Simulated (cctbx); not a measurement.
# Solving a structure by charge flipping

Cell a = 3.8090 Å, b = 3.8090 Å, c = 4.0820 Å, α = 90.00°, β = 90.00°, γ = 120.00°; space group P6/mmm (no. 191); content Bi1 Si2.

Simulated single-crystal data (cctbx): synchrotron X-rays, λ = 0.7749 Å, to d = 0.77 Å, 50 % of the full sphere, strongest reflection 5000 counts, noise from counting, a 1.5 % proportional error and a noise floor of 4 counts (s.d.); no absorption, and some extinction, which the refinements don't model.

Charge flipping in P1 on plain amplitudes to 0.8 Å, δ = 1.2 σ, 20 % of the reflections treated as weak, 100 cycles:

```text
cycle      R  skewness
    0  0.444     0.04
    8  0.320     3.24
   16  0.243     4.41
   24  0.288     3.92
   32  0.283     3.73
   40  0.263     3.81
   48  0.255     3.62
   56  0.278     4.26
   64  0.272     3.85
   72  0.293     3.68
   80  0.286     3.41
   88  0.302     3.63
   96  0.265     3.53
origin shift          correlation  skewness
 0.418  0.608  0.092      0.993      9.82
 0.123  0.976  0.074      0.878      3.68
 0.583  0.533  0.189      0.731      0.45
 0.607  0.869  0.177      0.697      1.48
taken: symmetry correlation 0.993, skewness 9.82
peak      x       y       z  mult  height/sigma
Q1    0.0000  0.0000  0.0000    1     19.3
Q2    0.3333  0.6667  0.5000    2      2.3
Q3    0.0000  0.0000  0.2708    2      0.8
Q4    0.0000  0.2617  0.1606   12      0.7
Q5    0.0000  0.5000  0.2094    6      0.6
Q6    0.3333  0.6667  0.2348    4      0.4
Q7    0.2142  0.4284  0.3500   12      0.2
```

The origin is taken among those within 0.04 of the best correlation, by the skewness of the map.

It took 0.54 s on 1 thread of Arm Neoverse N1, with other jobs on the host, peak memory 0.07 GiB.

Q: Assign the peaks.

Heights go roughly as Z and multiplicities must add up to the content. First model: Q1 = Bi1 (1 in the cell, height 19.3) and Q2 = Si1 (2 in the cell, height 2.3). Against the true structure, Q1 is Bi and Q2 is Si; the other peaks are not atoms.

Least squares on F², isotropic:

```text
Rint 0.021, 38 unique reflections to 0.78 A
cycle     R1     wR2    GooF  max shift (A)
   1  0.0865  0.1965  15.475   0.00000
   2  0.0072  0.0133   1.048   0.00000
final R1 0.0072 wR2 0.0133 GooF 1.048  parameters 2  data/parameter 19.0
atom        x        y        z      Ueq    occ   su(xyz)  su(Uiso or U11)
Bi1    0.00000  0.00000  0.00000   0.0090  1.000  0.00000  0.0001
Si1    0.33333  0.66667  0.50000   0.0159  1.000  0.00000  0.0004
difference map: max 0.55 min -0.50 rms 0.12
Q1    0.3333  0.6667  0.0000    2    0.59  2.04 A from Si1
Q2    0.0000  0.0000  0.5000    1    0.35  2.04 A from Bi1
Q3    0.0000  0.4051  0.0000    6    0.30  1.54 A from Bi1
Q4    0.0000  0.3671  0.2529   12    0.26  1.58 A from Si1
Q5    0.1572  0.5786  0.2765   12    0.17  1.08 A from Si1
```

Anisotropic refinement:

```text
Rint 0.021, 38 unique reflections to 0.78 A
cycle     R1     wR2    GooF  max shift (A)
   1  0.0072  0.0133   1.079   0.00000
   2  0.0072  0.0131   1.060   0.00000
final R1 0.0072 wR2 0.0131 GooF 1.060  parameters 4  data/parameter 9.5
atom        x        y        z      Ueq    occ   su(xyz)  su(Uiso or U11)
Bi1    0.00000  0.00000  0.00000   0.0090  1.000  0.00000  0.0001
Si1    0.33333  0.66667  0.50000   0.0159  1.000  0.00000  0.0006
difference map: max 0.56 min -0.50 rms 0.12
Q1    0.3333  0.6667  0.0000    2    0.60  2.04 A from Si1
Q2    0.0000  0.0000  0.5000    1    0.36  2.04 A from Bi1
Q3    0.0000  0.4125  0.0000    6    0.29  1.57 A from Bi1
Q4    0.0000  0.3630  0.2510   12    0.26  1.59 A from Si1
Q5    0.0000  0.0000  0.1667    2    0.16  0.68 A from Bi1
Q6    0.1572  0.5786  0.2750   12    0.15  1.09 A from Si1
```

**Reading.** The refinement ends at R1 = 0.0072, wR2 = 0.0131, GooF = 1.06, with difference density between -0.50 and 0.56 e/Å³. Every site matches the true model in element, within 0.001 Å r.m.s., up to an allowed shift of origin.

True model:

```csv
atom,mult.,x,y,z,Ueq (Å²)
Bi1,1,0,0,0,0.0095
Si1,2,2/3,1/3,1/2,0.0159
```

This is a model crystal, built by substitution and not relaxed, with assumed displacement parameters.

[Middle refinement cycles are left out of these outputs.]

[Logs are printed without paths, hosts, clocks, repeated set-up lines and the standing remarks that a program may print on its own settings, such as how far it seeks lower states.]
